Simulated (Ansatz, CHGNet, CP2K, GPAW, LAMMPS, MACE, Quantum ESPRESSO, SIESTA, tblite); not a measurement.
# Liquid (Rb,Cs)Cl at 1000 K (84 atoms): one structure in several programs

How near do other programs and methods come to a plane-wave reference for liquid (Rb,Cs)Cl at 1000 K (84 atoms)? A plane-wave run serves as the reference.

Calculated with Ansatz 0.2.0; Kohn-Sham DFT, PBE, PAW, plane waves.

### 1. The starting structure

The cell holds 84 atoms: 25 Rb, 17 Cs and 42 Cl. Cell: a = 15.586 Å, b = 15.586 Å, c = 15.586 Å, α = 90.0°, β = 90.0°, γ = 90.0°. 84 atoms (25 Rb, 17 Cs, 42 Cl) placed at random at 2.58 g/cm³, melted at 1800 K for 10 ps at fixed volume with the Lennard-Jones and Coulomb ion parameters for SPC/E (Joung and Cheatham, J. Phys. Chem. B 112, 9020 (2008)), full charges. Snapshot at the end of a hold of 20 ps at 1000 K and fixed volume.

### 2. The reference run

The PAW files are the set soft_2.

input.yaml reads:

```yaml
crystal:
  lattice:
    - [15.586, 0.0, 0.0]
    - [0.0, 15.586, 0.0]
    - [0.0, 0.0, 15.586]
  atoms:
    - { symbol: Rb, position: [0.57887, 0.23343, 0.38236] }
    - { symbol: Rb, position: [0.93059, 0.61764, 0.25504] }
    - { symbol: Rb, position: [0.50103, 0.93524, 0.12049] }
    - { symbol: Rb, position: [0.45649, 0.50489, 0.57218] }
    [... 74 atom lines left out ...]
    - { symbol: Cl, position: [0.53502, 0.89364, 0.89296] }
    - { symbol: Cl, position: [0.87666, 0.12122, 0.04149] }
    - { symbol: Cl, position: [0.2768, 0.8966, 0.46903] }
    - { symbol: Cl, position: [0.32165, 0.26692, 0.35237] }
    - { symbol: Cl, position: [0.03812, 0.72448, 0.63035] }
    - { symbol: Cl, position: [0.08923, 0.53114, 0.34515] }
kpoints:
  mp_grid: { grid: [1, 1, 1] }
hamiltonian:
  xc: pbe
scf:
  occupations: { method: fermi_dirac, width: 0.05 }
output:
  forces: true
  eigenvalues: true
  populations: true
  stress: true
```

The run is started by

```bash
$ ansatz run input.yaml --threads 8 --pin off --max-ram 15872MiB --backend cpu --events-out ev --progress --plain --runs-dir out
```

Numbers of over 12 decimals in the logs are rounded to 6 here.

What it wrote:

```text
[...]
Pseudopotentials: kind: paw
Pseudopotential: Rb, paw, valence charge 9, recommended cutoff 420 eV (normal), Rb.paw.azcp
Pseudopotential: Cs, paw, valence charge 9, recommended cutoff 420 eV (normal), Cs.paw.azcp
Pseudopotential: Cl, paw, valence charge 7, recommended cutoff 420 eV (normal), Cl.paw.azcp
[... 5 lines on functional and potentials left out ...]
Crystal: 84 atoms, lattice volume = 3786.204 Å³
Basis set: ecut = 420 eV, 74125 PW (Γ), exchange–correlation on 216×216×216 points (8 copies of the dense FFT grid, shifted against one another)
Bands: 420, of which v1, the nominal top of the filled ones, is band 336 counted from 1 (335 counted from 0)
Symmetry: 1 space group operations
Space group: P1 (ITA 1), of the structure as read, at distance tolerance 1.6e-4 Å
k-points: 1
[... 7 lines on functional and potentials left out ...]
Initial density: superposition of atomic densities (neutral atoms: chi_scale 0, normalization atom), corrected by the library's trained network
Initial wavefunctions: pseudopotential atomic-orbital guess
[...]
SCF iter   1: F=—  HF=-223575.450365 eV  |F-HF|=—  |Δ(HF+E_count)|=         —  Δρ=6.25e-4  dr2=5.27e-2  ethr=1.77e-3  ⟨swp⟩=10.0  Hψ=2023  notcnv=0  defer=48
preconditioner: auto → Resta (q_TF=auto, 2.045 Å⁻¹)  ε∞=2.6  [insulator: Δε(μ)=3.715 eV  Ē_g=11.626 eV  σ=0.050 eV  W_gap=1.00  n_scr=514 (ndim 8)  ℏωp=14.6 eV  f_vac=0.210  D(μ)=0.00/eV (n_scr^D=0)  ε∞_Penn≈2.6]
[...]
SCF iter   6: F=—  HF=-223575.454130 eV  |F-HF|=—  |Δ(HF+E_count)|=   4.13e-3  Δρ=3.24e-6  dr2=5.59e-7  ethr=1.62e-9  ⟨swp⟩=2.0  Hψ=674  notcnv=0  defer=64
SCF iter   7: F=-223575.454130 eV  HF=-223575.454130 eV  |F-HF|=2.09e-8  |Δ(HF+E_count)|=   3.85e-7  Δρ=8.82e-7  dr2=5.27e-8  ethr=1.49e-11  ⟨swp⟩=16.0  Hψ=2751  notcnv=0
SCF 1 converged in 7 iterations: F = -223575.454130 eV  dr2 = 5.27e-8
[...]
SCF converged after 7 iterations
Free energy (F): -223575.454130 eV
Harris-Foulkes:  -223575.454130 eV  (|F-HF|=2.09e-8)
Internal energy: -223575.454130 eV  (E = F + TS)
E sigma→0 (E₀):  -223575.454130 eV
Fermi energy:    2.631956 eV
--- Per-component energies (eV) ---
[...]
Σ components = -223575.454130   (vs F -223575.454130, Δ=0.00e0)
--- Forces (eV/Å), atoms counted from 1 ---
  atom   1  Rb    -0.14077677    -0.32724985     0.15232852
  atom   2  Rb    -0.00087637    -0.00923928    -0.14013733
  atom   3  Rb    -0.32050046     0.00812522    -0.11949934
  atom   4  Rb    -0.86570487    -1.32199180     0.44813696
[...]
atom  84  Cl    -0.19942129     0.19510723     0.20941077
  max |Σ_I F_I| component: 5.17e-5 eV/Å
--- Stress (GPa, compression-positive) ---
        0.700531      -0.020775       0.064457
       -0.020775       0.911412       0.150318
        0.064457       0.150318       0.719070
  P = ⅓ Tr σ = 0.7770 GPa (7.770 kbar)
--- Band table (eV) ---
  k-point 0: bands = ["-25.0481", "-25.0013", "-24.8629", "-24.8458", [... 404 levels ...], "7.5295", "7.5427", "7.5604", "7.5780", "7.6058", "7.6316", "7.6411", "7.6575", "7.6718", "7.6854", "7.7042", "7.7100"]
--- Löwdin populations: 84 sites ---
  site symbol       q [e]
     0     Rb      8.1771
     1     Rb      8.1916
     2     Rb      8.2097
[...]
83     Cl      7.7595
  spilling = 0.004556 (of n_electrons = 672.000000)
```

Run time: 23 s. Hardware: 8 threads of Arm Neoverse V2, shared host; peak memory 4.5 GiB.

The column dr2 measures how far the density is from self-consistency, as an energy; F and HF (Harris–Foulkes) agree once it is small.

Numbers from this run:

| Item | Value |
| --- | --- |
| free energy | -223575.4541 eV |
| free energy per atom | -2661.6125 eV/atom |
| SCF cycles | 7 |
| pressure | 0.777 GPa |
| r.m.s. force component | 0.3246 eV/Å |
| longest force | 1.643 eV/Å |
| Fermi energy | 2.632 eV |
| gap (highest filled to lowest empty level) | 3.753 eV |
| spilling of the projection | 0.004556 |

Length of the force by element:

| element | coordination | atoms | mean length of the force (eV/Å) | spread | least | most |
| --- | --- | --- | --- | --- | --- | --- |
| Cl | all | 42 | 0.484 | 0.247 | 0.113 | 1.08 |
| Cs | all | 17 | 0.591 | 0.201 | 0.217 | 0.979 |
| Rb | all | 25 | 0.464 | 0.291 | 0.121 | 1.64 |

Löwdin charges by element (they lack the spilled electrons, 0.036 e an atom on average):

| element | coordination | atoms | mean charge (e) | spread | least | most |
| --- | --- | --- | --- | --- | --- | --- |
| Cl | all | 42 | -0.745 | 0.0058 | -0.759 | -0.733 |
| Cs | all | 17 | 0.835 | 0.0095 | 0.821 | 0.864 |
| Rb | all | 25 | 0.806 | 0.0107 | 0.789 | 0.828 |

The levels nearest the highest filled one (over half full), pooled over k-points and spins:

| level less the highest filled one (eV) | occupation |
| --- | --- |
| -0.167 | 2 |
| -0.074 | 2 |
| -0.0661 | 2 |
| -0.0416 | 2 |
| -0.0377 | 2 |
| 0 | 2 |
| 3.75 | 0 |
| 4.49 | 0 |
| 4.66 | 0 |
| 4.67 | 0 |
| 4.71 | 0 |
| 4.80 | 0 |

The run ends at a pressure of 0.78 GPa, with forces up to 1.6 eV/Å.

### 3. What was run beside it

The programs:
- CHGNet: machine-learned potential, published weights.
- CP2K 2026.2: Gaussian basis with GTH pseudopotentials and a plane-wave density; labels give functional, basis (MOLOPT sets; SR short-range, UZH the newer set with its own potentials), grid cutoff/relative cutoff and solver (OT: orbital transformation; TRS4, TC2, SIGN: linear-scaling purification with its sparsity filter), or its built-in tight binding.
- GPAW 26.7.0: PAW with atomic orbitals (LCAO), plane waves or a real-space grid of spacing h.
- MACE: machine-learned potential, published weights.
- Quantum ESPRESSO 7.5: plane waves; labels (QE) give functional, pseudopotential set and cutoffs of waves/density.
- SIESTA 5.4.2: numerical atomic orbitals, whose automatically made sets are far from complete, with PseudoDojo norm-conserving potentials that we converted to its format (checked against plane waves on the same files for H, C, O, Si, Ge and Ca alone); labels give functional, basis size, energy shift and mesh cutoff.
- tblite 0.8.0: extended tight binding, driven from Python.

All use the same cell and atoms; the electronic-structure runs use the same k-mesh, and an electronic temperature of 580 K (0.05 eV) where levels are smeared.

Differences are against the plane-wave reference, forces as r.m.s. over components; share is that over the reference's r.m.s. force, slope the least-squares factor from reference forces to these. Total energies of different programs have different zeros and aren't compared.

| run | Δ force, r.m.s. (meV/Å) | share (%) | slope | Δ pressure (GPa) | Δ gap (eV) | cores | CPU time | memory (GiB) |
| --- | --- | --- | --- | --- | --- | --- | --- | --- |
| reference | - | - | - | - | - | 8 | 3 min | 4.5 |
| CHGNet 0.3.0 potential | 54.4 | 16.8 | 0.965 | -0.135 | - | 1 | 2.8 s | 0.48 |
| CHGNet r2SCAN potential | 90.5 | 27.9 | 0.769 | -0.636 | - | 1 | 2.8 s | 0.49 |
| CP2K GFN1-xTB, OT DIIS | 848 | 261 | 1.305 | -17.7 | - | 1 | 5 s | 0.48 |
| CP2K PBE, DZVP-MOLOPT-SR, 244/50 Ry, OT CG (coarse) | 37.7 | 11.6 | 1.109 | 0.133 | -0.0899 | 2 | 10 min | 1.6 |
| CP2K PBE, DZVP-MOLOPT-SR, 350/50 Ry, OT CG | 37.7 | 11.6 | 1.109 | 0.132 | -0.0897 | 2 | 14 min | 2.3 |
| CP2K PBE, SZV-MOLOPT-SR, 350/50 Ry, OT CG (coarse) | 226 | 69.5 | 1.650 | 1.26 | -1.91 | 1 | 7.7 min | 2.0 |
| CP2K PBE, TZV2P-MOLOPT (SR for Rb, Cs), 350/50 Ry, OT CG | 25.5 | 7.84 | 1.071 | 0.163 | -0.0349 | 4 | 17 min | 5.6 |
| GPAW LDA, LCAO dzp, h 0.2 Å | 69.6 | 21.4 | 0.964 | - | -0.459 | 1 | 9.7 min | 3.5 |
| GPAW PBE, LCAO dzp, h 0.2 Å | 82.0 | 25.3 | 1.161 | - | -0.154 | 1 | 11 min | 3.5 |
| GPAW PBE, LCAO dzp, h 0.28 Å (coarse) | 126 | 38.7 | 1.143 | - | -0.150 | 1 | 4.4 min | 1.6 |
| GPAW PBE, LCAO szp(dzp), h 0.2 Å (coarse) | 109 | 33.6 | 1.183 | - | -0.416 | 1 | 6.1 min | 3.2 |
| GPAW PBE, plane waves 550 eV | 6.34 | 1.95 | 1.017 | -0.0176 | -0.0037 | 4 | 14 min | 4.3 |
| MACE MP-0b3 medium potential | 37.5 | 11.6 | 1.027 | -0.461 | - | 1 | 6.4 s | 0.72 |
| QE PBE, sssp-1.3.0-efficiency, 45/360 Ry | 4.79 | 1.48 | 0.994 | -0.0243 | 8.0e-4 | 4 | 26 min | 9.5 |
| SIESTA PBE, DZ, shift 0.01 Ry, mesh 300 Ry (coarse) | 85.7 | 26.4 | 1.202 | -1.48 | -1.03 | 1 | 1.8 min | 1.3 |
| SIESTA PBE, DZP, shift 0.01 Ry, mesh 300 Ry | 108 | 33.4 | 1.268 | -0.168 | -0.637 | 2 | 4.1 min | 2.5 |
| SIESTA PBE, SZ, shift 0.02 Ry, mesh 300 Ry (coarse) | 92.8 | 28.6 | 1.145 | -2.49 | -2.52 | 1 | 94 s | 1.1 |
| SIESTA PBE, SZ, shift 0.02 Ry, mesh 300 Ry, orbital minimisation (coarse) | 92.8 | 28.6 | 1.145 | -2.49 | - | 1 | 2.1 min | 1.1 |
| SIESTA PBE, SZP, shift 0.01 Ry, mesh 300 Ry (coarse) | 163 | 50.1 | 1.406 | 0.0981 | -0.947 | 1 | 3.6 min | 2.0 |
| tblite IPEA1-xTB | 730 | 225 | 1.463 | -2.63 | - | 1 | 2.6 s | 0.2 |

Rows marked coarse were listed beforehand as settings not expected to be converged; some can still land near the reference.

Times of the machine-learned potentials are mostly Python's start and the loading of weights.

CPU time is summed over cores on a shared host, where runs went side by side, so it is rough. Symmetry, cutoffs, thresholds, outputs and thread counts weren't matched or tuned between programs; memory under MPI is the largest rank's times the ranks.

Runs without a result: tblite GFN2-xTB (not converged); SIESTA PBE, SZ, shift 0.02 Ry, mesh 300 Ry, order-N, radius 3.5 Å, eta -2.2 eV (stopped at the start: stopping program Stopping Program from Node:    1); SIESTA PBE, SZ, shift 0.02 Ry, mesh 300 Ry, order-N, radius 4.5 Å, eta -2.2 eV (stopped at the start: stopping program Stopping Program from Node:    0).

Mean charges by element (e), by run and scheme:

| run | scheme | Rb | Cs | Cl |
| --- | --- | --- | --- | --- |
| reference | Löwdin | +0.81 | +0.83 | -0.74 |
| CP2K GFN1-xTB, OT DIIS | Mulliken | +1.04 | +1.15 | -1.08 |
| CP2K PBE, DZVP-MOLOPT-SR, 244/50 Ry, OT CG | Mulliken | +0.50 | +0.73 | -0.60 |
| CP2K PBE, DZVP-MOLOPT-SR, 350/50 Ry, OT CG | Mulliken | +0.50 | +0.73 | -0.60 |
| CP2K PBE, TZV2P-MOLOPT (SR for Rb, Cs), 350/50 Ry, OT CG | Mulliken | +0.77 | +0.93 | -0.84 |
| SIESTA PBE, DZP, shift 0.01 Ry, mesh 300 Ry | Hirshfeld | +0.35 | +0.35 | -0.35 |
| tblite IPEA1-xTB | Mulliken | +0.45 | +0.56 | -0.49 |

The reference's Löwdin charges lack the electrons that the projection spills, 0.036 e an atom on average.

Within one program, basis, potentials and functional, energies share a zero. Each run against its twin at the usual cutoff or grid and solver:

| run | twin | Δ energy (meV/atom) | Δ force, r.m.s. (meV/Å) | CPU time over the twin's |
| --- | --- | --- | --- | --- |
| CP2K PBE, DZVP-MOLOPT-SR, 244/50 Ry, OT CG | DZVP-MOLOPT-SR, 350/50 Ry, OT CG | -0.0694 | 3.27 | 0.73 |
| GPAW PBE, LCAO dzp, h 0.28 Å | LCAO dzp, h 0.2 Å | 195 | 91.6 | 0.41 |
| SIESTA PBE, SZ, shift 0.02 Ry, mesh 300 Ry, orbital minimisation | SZ, shift 0.02 Ry, mesh 300 Ry | 0 | 0.022 | 1.4 |

### 4. Outcome

```
reference r.m.s. force component                       : 0.325 eV/Å
nearest in forces                                      : QE PBE, sssp-1.3.0-efficiency, 45/360 Ry, 1.5 %
farthest in forces                                     : CP2K GFN1-xTB, OT DIIS, 261 %
cheapest electronic-structure run beside the reference : tblite IPEA1-xTB, 2.6 s of CPU time
```

**Reading.** PBE on plane waves or a grid with other potentials, cutoffs or grids, coarse settings apart, differs from the reference by 1.5 % (QE PBE, sssp-1.3.0-efficiency, 45/360 Ry) to 2.0 % (GPAW PBE, plane waves 550 eV) of the r.m.s. force; this holds the reference's own error, so differences of a few per cent don't tell which side is nearer the exact PBE result (QE's 45 Ry are 612 eV, against the reference's 420 eV). The PBE runs in local orbitals, coarse settings apart, differ by 7.8 % (CP2K PBE, TZV2P-MOLOPT (SR for Rb, Cs), 350/50 Ry, OT CG) to 33 % (SIESTA PBE, DZP, shift 0.01 Ry, mesh 300 Ry); basis, grid and potentials can all enter. Tight binding differs by 225 % (tblite IPEA1-xTB) to 261 % (CP2K GFN1-xTB, OT DIIS); it is another model, with fitted parameters of its own, and the xTB methods hold dispersion. Machine-learned potentials differ by 12 % (MACE MP-0b3 medium potential) to 28 % (CHGNet r2SCAN potential); they were trained on other programs' data, some at another functional. Rows with another functional or a dispersion term differ by 21 % (GPAW LDA, LCAO dzp, h 0.2 Å), which mixes the change of model with differences of basis and potentials. IPEA1-xTB was fitted to ionisation energies and electron affinities, not to forces or charges. Runs with settings chosen to be coarse differ by 12 % (CP2K PBE, DZVP-MOLOPT-SR, 244/50 Ry, OT CG) to 70 % (CP2K PBE, SZV-MOLOPT-SR, 350/50 Ry, OT CG), their programs' other errors included. Of the electronic-structure runs that take under half the reference's CPU time, tblite IPEA1-xTB comes nearest, at 225 % in 2.6 s against 3 min, too far off to be of use; its pressure misses by -2.6 GPa. CP2K PBE, SZV-MOLOPT-SR, 350/50 Ry, OT CG stiffens the forces by a factor of 1.65 while following their directions (correlation 0.989). At the same functional, gaps differ from the reference's 3.75 eV by between -2.52 and +0.00 eV. In pressure, SIESTA PBE, SZ, shift 0.02 Ry, mesh 300 Ry misses by -2.5 GPa, at the same functional. Charges hang on model, scheme and program or settings: among these rows the mean for Cs runs from +0.35 to +1.15 e. In the reference: filled and empty levels are parted by 3.75 eV (at Γ alone); a semilocal functional tends to put such gaps too low. In a disordered cell it changes from sample to sample and from frame to frame. In the reference: mean Löwdin charges: Cl -0.74, Cs +0.83, Rb +0.81 e (they miss 0.46 % of the electrons, so they add up to more than the cell's charge). Periodic xTB results under one method name differ between programs and library versions. The frame stands for 1000 K, but pressures are static and levels are smeared at 580 K. The network of bonds at the start is that of the classical potential that made the cell, and needn't be the one that DFT or experiment would give. The ion parameters were fitted for water, not for melts, so the starting structure of this cell may lie well off the real melt's. The electronic-structure runs sample only Γ, in a cell whose shortest periodic width is 16 Å. Spin–orbit coupling is left out, which matters for the levels of the heavy elements.

[Also dropped from logs without a mark: logging warnings of Python, and SIESTA's first energy breakdown and zero terms.]

[Logs are printed without paths, hosts, clocks, repeated set-up lines and the standing remarks that a program may print on its own settings, such as how far it seeks lower states.]

[Hosts, paths, dates, database ids (printed as entryN), source tags and the programs' standing remarks are cut or masked in the printed files.]
